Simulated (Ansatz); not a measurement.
# Gate voltage at the highest density: 1T-SrClI monolayer

A layer charged from one gate needs a voltage that grows with the carrier density; the slope is e over the total capacitance.

Set-up. Ansatz 0.2.0, plane waves with PAW datasets (its set soft_2), PBE-D3(BJ); isolated slab, charged sheet 6 Å from the outer atoms behind model barriers, atoms held, Fermi-Dirac smearing of 0.02585 eV. The voltage is that of the gate against the layer's Fermi level, from the uncharged case, which has a gap of 4.41 eV.

| run | added electrons (10¹³ per cm²) | gate voltage (V) |
| --- | --- | --- |
| run 1 | −1.00 | −3.28 |
| run 2 | −2.00 | −4.40 |
| run 3 | −4.00 | −6.62 |
| run 4 | −7.00 | −9.94 |
| run 5 | −11.00 | ? |

Q: Estimate the withheld value from the rows shown.

A least-squares line through the 4 rows shown has slope 1.1095 and intercept −2.1768; no row lies more than 0.01 V off it. The capacitance is 1.602/1.1095 = 1.44 µF/cm², against 1.48 µF/cm² for plates 6 Å apart in vacuum. The intercept is mostly the shift of the Fermi level from inside the gap to the band edge. At −11.00 it gives 1.1095 × (−11.00) + (−2.1768) = −14.38 V, beyond the rows fitted. Rounding and scatter of the rows alone allow about ±0.016 V there.

The run itself gives −14.17 V: a miss of +0.21 V, or 1.5 % of the value. The capacitance rises a little towards the highest density.

Caveats: The gates are model sheets, not atoms, and low densities sample few k-points. Spin-orbit coupling is left out, which changes the bands of elements this heavy.
